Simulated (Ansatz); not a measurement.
# Cu (Copper, Fm-3m): phonons against volume, part 2 of 3

Aim: how the vibrations of Cu (Copper) shift with volume, and the expansion that follows.

Experimental results on record:
- heat capacity C_P per formula unit 24.5 J/mol/K near room temperature (given in “High-Throughput Prediction of Finite-Temperature Properties using the Quasi-Harmonic Approximation”, 2016, arXiv:1603.06924)

Ansatz 0.2.0; DFT PBEsol, scalar-relativistic, plane waves, PAW.

So far. Step 2 (A first coarse run): The start is under -5.6 GPa at this level and looks like a metal on this mesh. Step 4 (Tight relaxation): The residual pressure is -0.0012 GPa, small enough for phonons.

## Step 5: Phonons, V/V0 1

The same q-mesh and k-mesh are kept at every volume, so that much of their error can cancel in the differences.

input.yaml

```yaml
crystal:
  lattice:
    - [0.0, 1.7819327899, 1.7819327899]
    - [1.7819327899, 0.0, 1.7819327899]
    - [1.7819327899, 1.7819327899, 0.0]
  atoms:
    - { symbol: Cu, position: [0.0, 0.0, 0.0] }
kpoints:
  mp_grid: { grid: [24, 24, 24] }
hamiltonian:
  xc: pbesol
scf:
  occupations: { method: methfessel_paxton, width: 0.2 }
  lower_state_search: "off"
output:
  eigenvalues: true
phonons:
  method: dfpt
  qmesh: [6, 6, 6]
  temperatures: { t_max: 1000, t_step: 50 }
  qpath:
    path:
      - [[0.0, 0.0, 0.0], [0.5, 0.0, 0.5], [0.625, 0.25, 0.625]]
      - [[0.375, 0.375, 0.75], [0.0, 0.0, 0.0], [0.5, 0.5, 0.5], [0.5, 0.25, 0.75], [0.5, 0.0, 0.5]]
    npoints: 10
```

Started as:

```
$ ansatz run input.yaml --threads 8 --pin off --max-ram 16384MiB --backend cpu --events-out ev --progress --plain --runs-dir out
```

Numbers of over 12 decimals in the logs are rounded to 6 here.

What it wrote:

```text
[...]
Crystal: 1 atoms, lattice volume = 11.316 Å³
Basis set: ecut = 420 eV, 229 PW (Γ), exchange–correlation on 36×36×36 points (8 copies of the dense FFT grid, shifted against one another)
Bands: 14, of which v1, the nominal top of the filled ones, is band 10 counted from 1 (9 counted from 0)
Symmetry: 48 space group operations
k-points: 413 of 13824
[...]
SCF iter   1: F=—  HF=-6588.779372 eV  |F-HF|=—  |Δ(HF+E_count)|=         —  Δρ=2.02e-2  dr2=2.38e-2  ethr=1.77e-3  ⟨swp⟩=4.8  Hψ=28043  notcnv=0
[...]
SCF iter   6: F=-6588.773713 eV  HF=-6588.773713 eV  |F-HF|=0.00e0  |Δ(HF+E_count)|=  2.19e-10  S|Δr|=    0.00e0  Δρ=1.17e-7  dr2=4.75e-13  ethr=1.00e-12  ⟨swp⟩=6.7  Hψ=25964  notcnv=0
SCF 1 converged in 6 iterations: F = -6588.773713 eV  dr2 = 4.75e-13
[...]
NSCF: frozen V_eff on 413 k-points
[...]
DFPT response loops at q = (0, 0, 0) (fractional): preconditioner auto → Kerker (q_TF=auto, 2.974 Å⁻¹) (partly filled bands, converged f_vac=0.000); β = 1.00, the filter's whole step (`scf.mixing.beta` (0.50) is not read by the response loops under this deck's `scf.mixing.preconditioner`; to damp them name `kerker` or `kerker_dos`, under which they read `scf.mixing.beta`, and type it under 1.00, their step now; both keys bind the ground state too); Broyden in place of MSR1
[...]
SCF converged after 6 iterations
[...]
Free energy (F): -6588.773713 eV
[...]
Internal energy: -6588.774070 eV  (E = F + TS)
E sigma→0 (E₀):  -6588.773802 eV
Entropy (-TS):   0.000357 eV (0.357 meV/atom)
Fermi energy:    17.533088 eV
[...]
--- Band table (eV; the first three rows and the last of 413) ---
  k-point 0: bands = [... 6 lower, 14.3867, 14.3867, 15.2883, 15.2883, 40.4530, 43.2701, 43.2701, 43.2701]
  k-point 1: bands = [... 6 lower, 14.4000, 14.4000, 15.2829, 15.2829, 40.1524, 42.2435, 43.0453, 43.0453]
  k-point 2: bands = [... 6 lower, 14.4368, 14.4368, 15.2692, 15.2692, 38.7889, 41.4067, 42.5686, 42.5686]
  k-point 412: bands = [... 6 lower, 13.8220, 15.2379, 16.0565, 23.8381, 23.8381, 26.0223, 26.6322, 46.2835]
--- Phonons (Γ-DFPT): 1 representative perturbation + reference (Σ response iterations 3) ---
  ASR residual: 1.719e-5 → 0.000e0 eV/Å²; symmetrization residual: 7.579e-12 eV/Å²
  ASR residual per site (eV/Å²): 1.72e-5
  Γ frequencies (cm⁻¹): 0.00 0.00 0.00
--- Phonons (arbitrary-q DFPT): 16 irreducible q on the 6×6×6 mesh ---
  q = [0.0000, 0.0000, 0.0000] (star 1, of the zone-centre solve; hermiticity 4.91e-8, symmetrization 4.41e-7): -0.00 -0.00 -0.00
  q = [0.0000, 0.0000, 0.1667] (star 8, 1 solved perturbation on 7200 of 13824 k-point pairs; hermiticity 8.55e-13, symmetrization 1.43e-12): 60.64 60.64 141.27
[...]
q = [0.0000, 0.1667, 0.1667] (star 6, 2 solved perturbations in 5784 linear systems a pass and spin channel, the states on 3756 of 13824 k-point pairs; hermiticity 5.05e-13, symmetrization 3.42e-13): 92.60 92.60 138.26
[...]
q = [0.1667, 0.3333, -0.5000] (star 24, 3 solved perturbations on 7200 of 13824 k-point pairs; hermiticity 2.36e-7, symmetrization 4.18e-13): 146.88 180.31 233.66
[...]
sum rule: each row above includes the acoustic sum rule's correction from the zone centre's row sums; it moved no ω² by more than (0.27 cm⁻¹)²
  mesh force constants: q→R imaginary residual 0.00e0; ASR residual 1.719e-5 → 0.000e0 eV/Å²; symmetrization residual 1.776e-15 eV/Å²
  interpolated dispersion: 62 rows × 3 modes
  density of states and harmonic sums: on the 30×30×30 q-mesh, interpolated from the force constants of a 6×6×6 supercell (no non-analytic term)
  largest difference from the sums on the solved wave vectors: F 3.70e-3 eV, S 4.89e-6 and C_V 1.19e-6 eV/K
  zero-point energy: 0.032543 eV/cell   skipped modes (ω ≤ 0): 3   left out of the sums: 3.70e-5 of the cell's modes: C_V's classical limit lies that fraction below 3 k_B per atom; for a crystal, a wire or a layer, F and S can be off by more, and a phonons.interpolated_qmesh denser along its periods is the remedy for the sampling
```

Elapsed: 8.7 min, on 8 threads of Arm Neoverse V1, shared host; peak memory 5.9 GiB; 60 min of CPU time.

This step gave:

```yaml
gamma_frequencies: 0, 0, 0 cm⁻¹ (negative: imaginary)
lowest_frequency_on_the_path: 0 cm⁻¹
zero_point_energy: 0.03254 eV/cell
highest_frequency: 262.4 cm⁻¹
debye_temperature_from_the_second_moment: 338 K
```

No LO-TO term. The phonon branches at the labelled points (cm⁻¹):

```tsv
point	branch 1	branch 2	branch 3
Γ	0	0	0
halfway	130	130	192
X	181	181	258
halfway	176	189	252
U	163	208	235
jump to K	163	208	235
halfway	94	145	207
Γ	0	0	0
halfway	86	86	194
L	121	121	262
halfway	146	179	246
W	179	221	221
halfway	179	192	247
X	181	181	258
```

The phonon branches as a text plot (rows in cm⁻¹):

```
    257 |           ****                       *******         **
    246 |         **    *                             *      **
    235 |        *       **  **               *        **   *
    224 |                  **  *             *           ***
    213 |       *                                          *
    202 |                ** *   *                       *   **
    191 |      *       **    **             *          *      *
    180 |           ****         *                    *  ********
    169 |         **    **     *           *         *  *
    159 |    **  *        *                            *
    148 |       *          *    * **                * *
    137 |                   *                      * *
    126 |   *  *             **           *      ****
    115 |                      * *             **
    104 |    **                     *         *
     93 |                       * **     *   *
     82 |  **                               *
     71 |                        *         *
     60 |  *                        *     *
     49 | *                       ** *  *
     38 |                           *    *
     27 | *                          *
     16 |                            *  *
      5 |*                            **
         Γ           X  U|K            Γ         L        W     X
```

Tetrahedra on 30 30 30, mean over bins of 5 cm⁻¹. The phonon density of states by wavenumber; read off at these points:

wavenumber (cm⁻¹), phonon density of states (1/cm⁻¹/cell) and a bar:
```
        2     0.0000 
       12     0.0001 
       28     0.0004 
       38     0.0008 #
       52     0.0015 #
       62     0.0022 ##
       78     0.0036 ###
       88     0.0048 ####
      102     0.0076 #######
      112     0.0107 ##########
      128     0.0190 #################
      138     0.0200 ##################
      152     0.0217 ####################
      162     0.0230 #####################
      172     0.0246 ######################
      178     0.0234 #####################
      188     0.0152 ##############
      202     0.0131 ############
      212     0.0107 ##########
      228     0.0165 ###############
      238     0.0318 #############################
      242     0.0330 ##############################
      252     0.0135 ############
      262     0.0011 #
```

Harmonic. Thermo, by row:

```tsv
T (K)	F_vib (meV/atom)	S (J/mol-atom/K)	C_V (J/mol-atom/K)
0	32.54	0	0
50	32.28	2.001	5.446
100	29.5	9.063	15.12
150	22.92	16.17	19.65
200	12.94	22.15	21.73
250	0.14	27.12	22.81
300	-15.04	31.34	23.43
350	-32.25	34.98	23.82
400	-51.22	38.18	24.07
450	-71.76	41.03	24.25
500	-93.7	43.59	24.38
550	-116.9	45.92	24.48
600	-141.3	48.05	24.55
650	-166.7	50.02	24.61
700	-193.1	51.84	24.65
750	-220.4	53.55	24.69
800	-248.6	55.14	24.72
850	-277.5	56.64	24.75
900	-307.2	58.06	24.77
950	-337.7	59.4	24.79
1000	-368.8	60.67	24.8
```

Phonopy on the run's constants, 21x21x21 mesh, Gaussian sigma 2.1 cm⁻¹. The modes, Cu by wavenumber; read off at these points:

```tsv
wavenumber (cm⁻¹)	modes, Cu (1/cm⁻¹/cell)
-10.0	0
0.0	6.0e-5
10.0	0
20.0	3.0e-4
30.0	1.5e-4
40.0	0.00105
50.0	9.5e-4
60.0	0.00181
70.0	0.00306
80.0	0.00399
90.0	0.00464
100.0	0.00785
110.0	0.00985
120.0	0.0166
130.0	0.0205
140.0	0.0186
150.0	0.0204
160.0	0.0247
170.0	0.0227
174.0	0.0272
180.0	0.0181
190.0	0.0142
200.0	0.0138
210.0	0.0109
220.0	0.00822
230.0	0.0220
240.0	0.0328
241.4	0.0331
250.0	0.0170
260.0	0.00396
270.0	0
```

No mode is imaginary beyond numerical noise at the solved wavevectors.

## Step 6: A cell at another volume, V/V0 1.015

Symmetry fixes every atom, so a single point at the scaled cell gives the energy and pressure of this member.

input.yaml, the sections that differ from step 5:

```yaml
crystal:
  lattice:
    - [0.0, 1.7907982731, 1.7907982731]
    - [1.7907982731, 0.0, 1.7907982731]
    - [1.7907982731, 1.7907982731, 0.0]
  atoms:
    - { symbol: Cu, position: [0.0, 0.0, 0.0] }
output:
  forces: true
  stress: true
  eigenvalues: true
# kpoints, hamiltonian, scf: as in step 5
# phonons: removed
```

What it wrote:

```text
[...]
Crystal: 1 atoms, lattice volume = 11.486 Å³
Basis set: ecut = 420 eV, 229 PW (Γ), exchange–correlation on 36×36×36 points (8 copies of the dense FFT grid, shifted against one another)
Bands: 14, of which v1, the nominal top of the filled ones, is band 10 counted from 1 (9 counted from 0)
Symmetry: 48 space group operations
[...]
k-points: 413 of 13824
[...]
SCF iter   1: F=—  HF=-6588.778184 eV  |F-HF|=—  |Δ(HF+E_count)|=         —  Δρ=2.03e-2  dr2=2.45e-2  ethr=1.77e-3  ⟨swp⟩=4.9  Hψ=27982  notcnv=0
[...]
SCF iter   5: F=-6588.772416 eV  HF=-6588.772416 eV  |F-HF|=8.73e-11  |Δ(HF+E_count)|=   3.25e-7  S|Δr|=    0.00e0  Δρ=2.98e-6  dr2=4.78e-10  ethr=5.26e-10  ⟨swp⟩=5.7  Hψ=25613  notcnv=0
SCF 1 converged in 5 iterations: F = -6588.772416 eV  dr2 = 4.78e-10
[...]
SCF converged after 5 iterations
[...]
Free energy (F): -6588.772416 eV
[...]
Internal energy: -6588.772864 eV  (E = F + TS)
E sigma→0 (E₀):  -6588.772528 eV
Entropy (-TS):   0.000448 eV (0.448 meV/atom)
Fermi energy:    17.198646 eV
[...]
--- Stress (GPa, compression-positive) ---
       -2.414945       0.000000       0.000000
        0.000000      -2.414945      -0.000000
        0.000000      -0.000000      -2.414945
  P = ⅓ Tr σ = -2.4149 GPa (-24.149 kbar)
--- Band table (eV; the first three rows and the last of 413) ---
  k-point 0: bands = [... 6 lower, 14.1025, 14.1025, 14.9835, 14.9835, 40.0012, 42.7041, 42.7041, 42.7041]
  k-point 1: bands = [... 6 lower, 14.1155, 14.1155, 14.9782, 14.9782, 39.6913, 41.6920, 42.4786, 42.4786]
  k-point 2: bands = [... 6 lower, 14.1515, 14.1515, 14.9650, 14.9650, 38.2955, 40.9020, 42.0024, 42.0024]
  k-point 412: bands = [... 6 lower, 13.5520, 14.9350, 15.7342, 23.4476, 23.4476, 25.6154, 26.1595, 45.7265]
```

Run time: 0.79 s. Hardware: 8 threads; peak memory 0.36 GiB; 4.1 s of CPU time.

Numbers from this step:

| Property | Result |
| --- | --- |
| pressure | -2.415 GPa |
| volume per atom | 11.49 Å³/atom |

The run ends at a pressure of -2.41 GPa.

## Step 7: Lattice dynamics at this volume, V/V0 1.015

Phonons at this volume give one point of F(V, T); meshes stay fixed along the series.

input.yaml, the sections that differ from step 6:

```yaml
output:
  eigenvalues: true
phonons:
  method: dfpt
  qmesh: [6, 6, 6]
  temperatures: { t_max: 1000, t_step: 50 }
  qpath:
    path:
      - [[0.0, 0.0, 0.0], [0.5, 0.0, 0.5], [0.625, 0.25, 0.625]]
      - [[0.375, 0.375, 0.75], [0.0, 0.0, 0.0], [0.5, 0.5, 0.5], [0.5, 0.25, 0.75], [0.5, 0.0, 0.5]]
    npoints: 10
# crystal, kpoints, hamiltonian, scf: as in step 6
```

What it wrote:

```text
[...]
Crystal: 1 atoms, lattice volume = 11.486 Å³
Basis set: ecut = 420 eV, 229 PW (Γ), exchange–correlation on 36×36×36 points (8 copies of the dense FFT grid, shifted against one another)
Bands: 14, of which v1, the nominal top of the filled ones, is band 10 counted from 1 (9 counted from 0)
Symmetry: 48 space group operations
k-points: 413 of 13824
[...]
k-point 412: bands = [... 6 lower, 13.5520, 14.9350, 15.7342, 23.4476, 23.4476, 25.6154, 26.1595, 45.7265]
[...]
ASR residual: 3.167e-5 → 0.000e0 eV/Å²; symmetrization residual: 6.670e-12 eV/Å²
  ASR residual per site (eV/Å²): 3.17e-5
  Γ frequencies (cm⁻¹): 0.00 0.00 0.00
--- Phonons (arbitrary-q DFPT): 16 irreducible q on the 6×6×6 mesh ---
[...]
interpolated dispersion: 62 rows × 3 modes
[...]
[key lines of the parts left out:]
SCF converged after 6 iterations
Free energy (F): -6588.772416 eV
Fermi energy:    17.198653 eV
```

Run time: 8.7 min. Hardware: 8 threads; peak memory 5.9 GiB; 60 min of CPU time.

No LO-TO term. The phonon branches at the labelled points (cm⁻¹):

```tsv
point	branch 1	branch 2	branch 3
Γ	0	0	0
halfway	126	126	185
X	176	176	250
halfway	171	183	244
U	158	201	227
jump to K	158	201	227
halfway	91	140	200
Γ	0	0	0
halfway	84	84	188
L	118	118	253
halfway	142	174	238
W	174	214	214
halfway	173	186	238
X	176	176	250
```

The phonon branches as a text plot (rows in cm⁻¹):

```
    248 |           ****                       *******         **
    238 |         **    *                             *      **
    227 |        *       **  **               *        **   *
    216 |                  **  *             *           ***
    206 |       *         *                                *
    195 |                *  *   *                       *   **
    185 |      *       **    **             *          *      *
    174 |           ****         *                    *  ********
    164 |         **    **     *           *         *  *
    153 |    **  *        **                           *
    143 |       *               * **                * *
    132 |                   *                      ***
    121 |   *  *             **  *        *     ****
    111 |                      *               *
    100 |    **                     *        **
     90 |  *                    * **     *
     79 |   *                               *
     69 |                        *         *
     58 |  *                      ***     *
     48 | *                          *  *
     37 |                           *    *
     26 | *                          *
     16 |                            *  *
      5 |*                            **
         Γ           X  U|K            Γ         L        W     X
```

No mode is imaginary beyond numerical noise at the solved wavevectors.

## Step 8: A cell at another volume, V/V0 0.985

Symmetry fixes every atom, so a single point at the scaled cell gives the energy and pressure of this member.

input.yaml, the sections that differ from step 7:

```yaml
crystal:
  lattice:
    - [0.0, 1.7729782027, 1.7729782027]
    - [1.7729782027, 0.0, 1.7729782027]
    - [1.7729782027, 1.7729782027, 0.0]
  atoms:
    - { symbol: Cu, position: [0.0, 0.0, 0.0] }
output:
  forces: true
  stress: true
  eigenvalues: true
# kpoints, hamiltonian, scf: as in step 7
# phonons: removed
```

What it wrote:

```text
[...]
Crystal: 1 atoms, lattice volume = 11.147 Å³
Basis set: ecut = 420 eV, 229 PW (Γ), exchange–correlation on 36×36×36 points (8 copies of the dense FFT grid, shifted against one another)
Bands: 14, of which v1, the nominal top of the filled ones, is band 10 counted from 1 (9 counted from 0)
Symmetry: 48 space group operations
[...]
k-points: 413 of 13824
[...]
--- Band table (eV; the first three rows and the last of 413) ---
  k-point 0: bands = [... 6 lower, 14.6794, 14.6794, 15.6024, 15.6024, 40.9164, 43.8502, 43.8502, 43.8502]
  k-point 1: bands = [... 6 lower, 14.6929, 14.6929, 15.5968, 15.5968, 40.6250, 42.8093, 43.6261, 43.6261]
  k-point 2: bands = [... 6 lower, 14.7306, 14.7306, 15.5827, 15.5827, 39.2942, 41.9257, 43.1489, 43.1489]
  k-point 412: bands = [... 6 lower, 14.1000, 15.5499, 16.3886, 24.2412, 24.2412, 26.4424, 27.1192, 46.8563]
[key lines of the parts left out:]
SCF converged after 5 iterations
Free energy (F): -6588.772336 eV
Fermi energy:    17.877895 eV
P = ⅓ Tr σ = 2.6380 GPa (26.380 kbar)
```

Elapsed: 0.78 s, on 8 threads; peak memory 0.36 GiB; 4 s of CPU time.

The run ends at a pressure of 2.64 GPa.

## Step 9: Phonons, V/V0 0.985

Phonons at this volume give one point of F(V, T); meshes stay fixed along the series.

input.yaml, the sections that differ from step 8:

```yaml
output:
  eigenvalues: true
phonons:
  method: dfpt
  qmesh: [6, 6, 6]
  temperatures: { t_max: 1000, t_step: 50 }
  qpath:
    path:
      - [[0.0, 0.0, 0.0], [0.5, 0.0, 0.5], [0.625, 0.25, 0.625]]
      - [[0.375, 0.375, 0.75], [0.0, 0.0, 0.0], [0.5, 0.5, 0.5], [0.5, 0.25, 0.75], [0.5, 0.0, 0.5]]
    npoints: 10
# crystal, kpoints, hamiltonian, scf: as in step 8
```

What it wrote:

```text
[...]
Crystal: 1 atoms, lattice volume = 11.147 Å³
Basis set: ecut = 420 eV, 229 PW (Γ), exchange–correlation on 36×36×36 points (8 copies of the dense FFT grid, shifted against one another)
Bands: 14, of which v1, the nominal top of the filled ones, is band 10 counted from 1 (9 counted from 0)
Symmetry: 48 space group operations
k-points: 413 of 13824
[...]
k-point 412: bands = [... 6 lower, 14.1000, 15.5499, 16.3887, 24.2412, 24.2412, 26.4424, 27.1192, 46.8563]
[...]
ASR residual: 1.867e-6 → 0.000e0 eV/Å²; symmetrization residual: 3.335e-12 eV/Å²
  ASR residual per site (eV/Å²): 1.87e-6
  Γ frequencies (cm⁻¹): 0.00 0.00 0.00
--- Phonons (arbitrary-q DFPT): 16 irreducible q on the 6×6×6 mesh ---
[...]
interpolated dispersion: 62 rows × 3 modes
[...]
[key lines of the parts left out:]
SCF converged after 6 iterations
Free energy (F): -6588.772336 eV
Fermi energy:    17.877901 eV
```

The job ended after 8.4 min (8 threads; peak memory 5.8 GiB; 58 min of CPU time).

No mode is imaginary beyond numerical noise at the solved wavevectors.

## Step 10: Single point at a scaled cell, V/V0 1.03

Symmetry fixes every atom, so a single point at the scaled cell gives the energy and pressure of this member.

input.yaml, the sections that differ from step 9:

```yaml
crystal:
  lattice:
    - [0.0, 1.7995768363, 1.7995768363]
    - [1.7995768363, 0.0, 1.7995768363]
    - [1.7995768363, 1.7995768363, 0.0]
  atoms:
    - { symbol: Cu, position: [0.0, 0.0, 0.0] }
output:
  forces: true
  stress: true
  eigenvalues: true
# kpoints, hamiltonian, scf: as in step 9
# phonons: removed
```

What it wrote:

```text
[...]
Crystal: 1 atoms, lattice volume = 11.656 Å³
Basis set: ecut = 420 eV, 259 PW (Γ), exchange–correlation on 36×36×36 points (8 copies of the dense FFT grid, shifted against one another)
Bands: 14, of which v1, the nominal top of the filled ones, is band 10 counted from 1 (9 counted from 0)
Symmetry: 48 space group operations
[...]
k-points: 413 of 13824
[...]
--- Band table (eV; the first three rows and the last of 413) ---
  k-point 0: bands = [... 6 lower, 13.8265, 13.8265, 14.6876, 14.6876, 39.5605, 42.1487, 42.1487, 42.1487]
  k-point 1: bands = [... 6 lower, 13.8392, 13.8392, 14.6825, 14.6825, 39.2413, 41.1565, 41.9260, 41.9260]
  k-point 2: bands = [... 6 lower, 13.8745, 13.8745, 14.6696, 14.6696, 37.8141, 40.4109, 41.4527, 41.4527]
  k-point 412: bands = [... 6 lower, 13.2898, 14.6410, 15.4215, 23.0688, 23.0688, 25.2204, 25.7003, 45.1839]
[key lines of the parts left out:]
SCF converged after 5 iterations
Free energy (F): -6588.768665 eV
Fermi energy:    16.874136 eV
P = ⅓ Tr σ = -4.6192 GPa (-46.192 kbar)
```

Run time: 0.83 s. Hardware: 8 threads; peak memory 0.37 GiB.

The run ends at a pressure of -4.62 GPa.

(Part 2 of 3 ends here.)

[Logs are printed without paths, hosts, clocks, repeated set-up lines and the standing remarks that a program may print on its own settings, such as how far it seeks lower states.]

[Hosts, paths, dates, database ids (printed as entryN), source tags and the programs' standing remarks are cut or masked in the printed files.]

[A step with changed settings may run another functional than the one named; its input shows which.]

[Of the runs on displaced cells, only some may be shown.]
